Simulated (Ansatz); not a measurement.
In doubt: masses and optical values from hybrid runs of this build are listed as unsure (in some of the runs), which bears on the screening that GW takes from such a start.

SnPHO3 (Cc), computed twice by G0W0.

```
Sn H P O
1.0
     3.53785   -6.17340    0.00000
     3.53785    6.17340    0.00000
    -2.40645    0.00000    4.01611
Sn H P O
2 2 2 6
Direct
  0.03463 0.75762 0.94131
  0.75762 0.03463 0.44131
  0.41254 0.30196 0.89693
  0.30196 0.41254 0.39693
  0.63862 0.36570 0.10893
  0.36570 0.63862 0.60893
  0.76269 0.60704 0.41906
  0.60704 0.76269 0.91906
  0.56563 0.14316 0.17399
  0.14316 0.56563 0.67399
  0.79227 0.39886 0.91665
  0.39886 0.79227 0.41665
```

Geometry: measured cell, ions relaxed with PBE. The runs that relaxed it are not among those shown.

The first (Ansatz 0.2.0; start PBE with 40 % exact exchange, 2×2×4 mesh, 731 empty bands, screening to 150 eV, PAW set soft_1 files; 1 × NVIDIA H100 80GB HBM3 (shared by 6 runs) with 2 threads of AMD EPYC 7R13 (Zen 3), shared host) gave, on its mesh: starting gap 6.29 eV, G0W0 gap 6.40 eV, RPA ε∞ (mean) 2.50, 2.2 min.

The second gave: starting gap 10.54 eV, G0W0 gap 7.62 eV, RPA ε∞ (mean) 1.94, 2 min.

**Question.** What was changed in the input? Choose among start, files, mesh, bands and cutoff, frequency model or another key.

Changed: start from PBE with 40 % exact exchange to Hartree-Fock. A jump of this size in the start, with ε∞ moving the other way, marks another functional. Other changes could give like numbers; this is the one that was made.

Limits: not at the basis limit; no spin-orbit coupling; coarse k mesh.

[Paths, hosts, dates, memory and timing lines, banners, echoed tables and standing remarks are left out of the program output.]

[Logs are printed without paths, hosts, clocks, repeated set-up lines and the standing remarks that a program may print on its own settings, such as how far it seeks lower states.]

[Runs of the session that timed out or met a known fault of the program may be left out.]

[Cells called generated may have been cut or substituted from an entry of the Crystallography Open Database or the Materials Project.]

[Hosts, paths, dates, database ids (printed as entryN), source tags and the programs' standing remarks are cut or masked in the printed files.]
